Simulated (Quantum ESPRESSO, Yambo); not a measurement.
## Al2O3 (Corundum): G0W0 in Yambo against the bands

How does the gap of Al2O3 (Corundum) converge in the bands?

Method: PBE and many-body steps on it, plane waves, in Yambo 5.3.0.

Report form: the programs' logs are mostly left out.

## 1. The structure

The structure is trigonal, space group R-3c (No. 167). Conventional cell: a = 4.760 Å, b = 4.760 Å, c = 12.996 Å, α = 90.00°, β = 90.00°, γ = 120.00°. Nearest to Al lie 6 O at 1.85 to 1.97 Å. O has 4 Al at 1.85 to 1.97 Å nearest. Farther neighbours and most contacts between anions are not listed.

Coordinates:

```
Al O
1.0
     2.38025    1.37424    4.33187
    -2.38025    1.37424    4.33187
     0.00000   -2.74848    4.33187
Al O
4 6
Direct
  0.35216 0.35216 0.35216
  0.14784 0.14784 0.14784
  0.64784 0.64784 0.64784
  0.85216 0.85216 0.85216
  0.55668 0.94332 0.25000
  0.25000 0.55668 0.94332
  0.94332 0.25000 0.55668
  0.44332 0.05668 0.75000
  0.75000 0.44332 0.05668
  0.05668 0.75000 0.44332
```

The cell and positions come from the Crystallography Open Database and are kept as given unless a step says otherwise.

## 2. 44 bands

This step: Yambo 5.3.0; G0W0 on PBE, plane waves, norm-conserving pseudopotentials.

G0W0 replaces the xc potential by the self-energy, built once from these orbitals. Only a window of levels is corrected, while the sums run over the empty bands that the input names.

File gw1.in:

```
HF_and_locXC
gw0
dyson
ppa
em1d
rim_cut
RandQpts= 1000000
RandGvec= 1 RL
EXXRLvcs= 72 Ry
VXCRLvcs= 288 Ry
Chimod= "HARTREE"
% BndsRnXp
 1 | 44 |
%
NGsBlkXp= 9 Ry
% LongDrXp
 1 | 1 | 1 |
%
% GbndRnge
 1 | 44 |
%
DysSolver= "n"
ExtendOut
PPAPntXp= 27.21138 eV
% QPkrange
 1 | 1 | 23 | 26 |
%
```

On the command line:

```bash
> OMP_NUM_THREADS=2 mpirun -n 4 yambo -F gw1.in -J gw1 -C gw1 > gw1.log
```

Wall time 36 s (4 MPI ranks of Arm Neoverse V2, shared host); peak memory 3.2 GiB; 4.3 min of CPU time.

This step gave:

- G0W0 gap on the points computed: 9.079 eV
- starting gap on the mesh: 6.266 eV
- k of the valence top: 0, 0, 0
- k of the conduction bottom: 0, 0, 0
- least direct G0W0 gap on the computed points: 9.079 eV
- Z at the valence top: 0.8155
- Z at the conduction bottom: 0.8619

The gap on the mesh goes from 6.27 eV to 9.08 eV, a correction of +2.81 eV.

## 3. 68 bands

File gw2.in:

```
HF_and_locXC
gw0
dyson
ppa
em1d
rim_cut
RandQpts= 1000000
RandGvec= 1 RL
EXXRLvcs= 72 Ry
VXCRLvcs= 288 Ry
Chimod= "HARTREE"
% BndsRnXp
 1 | 68 |
%
NGsBlkXp= 9 Ry
% LongDrXp
 1 | 1 | 1 |
%
% GbndRnge
 1 | 68 |
%
DysSolver= "n"
ExtendOut
PPAPntXp= 27.21138 eV
% QPkrange
 1 | 1 | 23 | 26 |
%
```

On the command line:

```bash
> OMP_NUM_THREADS=2 mpirun -n 4 yambo -F gw2.in -J gw2 -C gw2 > gw2.log
```

Run time: 65 s. Hardware: 4 MPI ranks; peak memory 3.2 GiB; 8.1 min of CPU time.

Numbers from this step:

- G0W0 gap on the points computed: 8.586 eV
- starting gap on the mesh: 6.266 eV
- k of the valence top: 0, 0, 0
- k of the conduction bottom: 0, 0, 0
- least direct G0W0 gap on the computed points: 8.586 eV
- Z at the valence top: 0.8187
- Z at the conduction bottom: 0.8569

Against the run before, the gap moves by −0.493 eV.

## 4. 113 bands

File gw3.in:

```
HF_and_locXC
gw0
dyson
ppa
em1d
rim_cut
RandQpts= 1000000
RandGvec= 1 RL
EXXRLvcs= 72 Ry
VXCRLvcs= 288 Ry
Chimod= "HARTREE"
% BndsRnXp
 1 | 113 |
%
NGsBlkXp= 9 Ry
% LongDrXp
 1 | 1 | 1 |
%
% GbndRnge
 1 | 113 |
%
DysSolver= "n"
ExtendOut
PPAPntXp= 27.21138 eV
% QPkrange
 1 | 1 | 23 | 26 |
%
```

On the command line:

```bash
> OMP_NUM_THREADS=2 mpirun -n 4 yambo -F gw3.in -J gw3 -C gw3 > gw3.log
```

Wall time 2 min (4 MPI ranks); peak memory 3.3 GiB; 16 min of CPU time.

This step gave:

| Quantity | Value |
| --- | --- |
| G0W0 gap on the points computed | 8.449 eV |
| starting gap on the mesh | 6.266 eV |
| k of the valence top | 0, 0, 0 |
| k of the conduction bottom | 0, 0, 0 |
| least direct G0W0 gap on the computed points | 8.449 eV |

Against the run before, the gap moves by −0.137 eV.

## 5. 188 bands

File gw4.in:

```
HF_and_locXC
gw0
dyson
ppa
em1d
rim_cut
RandQpts= 1000000
RandGvec= 1 RL
EXXRLvcs= 72 Ry
VXCRLvcs= 288 Ry
Chimod= "HARTREE"
% BndsRnXp
 1 | 188 |
%
NGsBlkXp= 9 Ry
% LongDrXp
 1 | 1 | 1 |
%
% GbndRnge
 1 | 188 |
%
DysSolver= "n"
ExtendOut
PPAPntXp= 27.21138 eV
% QPkrange
 1 | 1 | 23 | 26 |
%
```

On the command line:

```bash
> OMP_NUM_THREADS=2 mpirun -n 4 yambo -F gw4.in -J gw4 -C gw4 > gw4.log
```

Wall time 3.5 min (4 MPI ranks); peak memory 3.2 GiB.

This step gave:

```
G0W0 gap on the points computed              : 8.450 eV
starting gap on the mesh                     : 6.266 eV
k of the valence top                         : 0, 0, 0
k of the conduction bottom                   : 0, 0, 0
least direct G0W0 gap on the computed points : 8.450 eV
```

Against the run before, the gap moves by +0.002 eV.

## 6. 277 bands

File gw5.in:

```
HF_and_locXC
gw0
dyson
ppa
em1d
rim_cut
RandQpts= 1000000
RandGvec= 1 RL
EXXRLvcs= 72 Ry
VXCRLvcs= 288 Ry
Chimod= "HARTREE"
% BndsRnXp
 1 | 277 |
%
NGsBlkXp= 9 Ry
% LongDrXp
 1 | 1 | 1 |
%
% GbndRnge
 1 | 277 |
%
DysSolver= "n"
ExtendOut
PPAPntXp= 27.21138 eV
% QPkrange
 1 | 1 | 23 | 26 |
%
```

On the command line:

```bash
> OMP_NUM_THREADS=2 mpirun -n 4 yambo -F gw5.in -J gw5 -C gw5 > gw5.log
```

Wall time 5.3 min (4 MPI ranks); peak memory 3.5 GiB; 41 min of CPU time.

Numbers from this step:

- G0W0 gap on the points computed: 8.478 eV
- starting gap on the mesh: 6.266 eV
- k of the valence top: 0, 0, 0
- k of the conduction bottom: 0, 0, 0
- least direct G0W0 gap on the computed points: 8.478 eV

Against the run before, the gap moves by +0.028 eV.

## 7. 378 bands

File gw6.in:

```
HF_and_locXC
gw0
dyson
ppa
em1d
rim_cut
RandQpts= 1000000
RandGvec= 1 RL
EXXRLvcs= 72 Ry
VXCRLvcs= 288 Ry
Chimod= "HARTREE"
% BndsRnXp
 1 | 378 |
%
NGsBlkXp= 9 Ry
% LongDrXp
 1 | 1 | 1 |
%
% GbndRnge
 1 | 378 |
%
DysSolver= "n"
ExtendOut
PPAPntXp= 27.21138 eV
% QPkrange
 1 | 1 | 23 | 26 |
%
```

On the command line:

```bash
> OMP_NUM_THREADS=2 mpirun -n 4 yambo -F gw6.in -J gw6 -C gw6 > gw6.log
```

Wall time 7.5 min (4 MPI ranks); peak memory 4.4 GiB; 58 min of CPU time.

Numbers from this step:

```
G0W0 gap on the points computed              : 8.502 eV
starting gap on the mesh                     : 6.266 eV
k of the valence top                         : 0, 0, 0
k of the conduction bottom                   : 0, 0, 0
least direct G0W0 gap on the computed points : 8.502 eV
```

Against the run before, the gap moves by +0.024 eV.

## 8. Side by side

Times are wall times on 4 MPI ranks of Arm Neoverse V2, shared host, good to a factor of about two.

```csv
run,mesh,bands,screening cutoff (eV),DFT gap (eV),gap on the mesh (eV),direct (eV),time
44 bands,4×4×4,44,122.5,6.266,9.079,9.079,36 s
68 bands,4×4×4,68,122.5,6.266,8.586,8.586,65 s
113 bands,4×4×4,113,122.5,6.266,8.449,8.449,2 min
188 bands,4×4×4,188,122.5,6.266,8.450,8.450,3.5 min
277 bands,4×4×4,277,122.5,6.266,8.478,8.478,5.3 min
378 bands,4×4×4,378,122.5,6.266,8.502,8.502,7.5 min
```

## 9. Outcome

| Item | Value |
| --- | --- |
| 44 bands | 9.079 eV |
| 68 bands | 8.586 eV |
| 113 bands | 8.449 eV |
| 188 bands | 8.450 eV |
| 277 bands | 8.478 eV |
| 378 bands | 8.502 eV |
| known limits | not at the basis limit |

The setting moved: bands. From 44 bands to 378 bands the gap moves by −0.58 eV, for 13 times the time, not steadily: it passes through 8.45 eV. The last step still moves it by +0.024 eV. Bands and screening cutoff are coupled, so a series along one setting does not show full convergence. Bands and cutoff are finite, so the gap is not at the basis limit. The miss can reach some tenths of an eV and take either sign; the mesh is an error of its own. In the G0W0 runs levels were corrected at 1 k point alone, so a gap called «on the mesh» is the least over those, and an edge elsewhere would be missed.

[Paths, hosts, dates, memory and timing lines, banners, echoed tables and standing remarks are left out of the program output.]

[Logs are printed without paths, hosts, clocks, repeated set-up lines and the standing remarks that a program may print on its own settings, such as how far it seeks lower states.]

[Runs of the session that timed out or met a known fault of the program may be left out.]

[Hosts, paths, dates, database ids (printed as entryN), source tags and the programs' standing remarks are cut or masked in the printed files.]
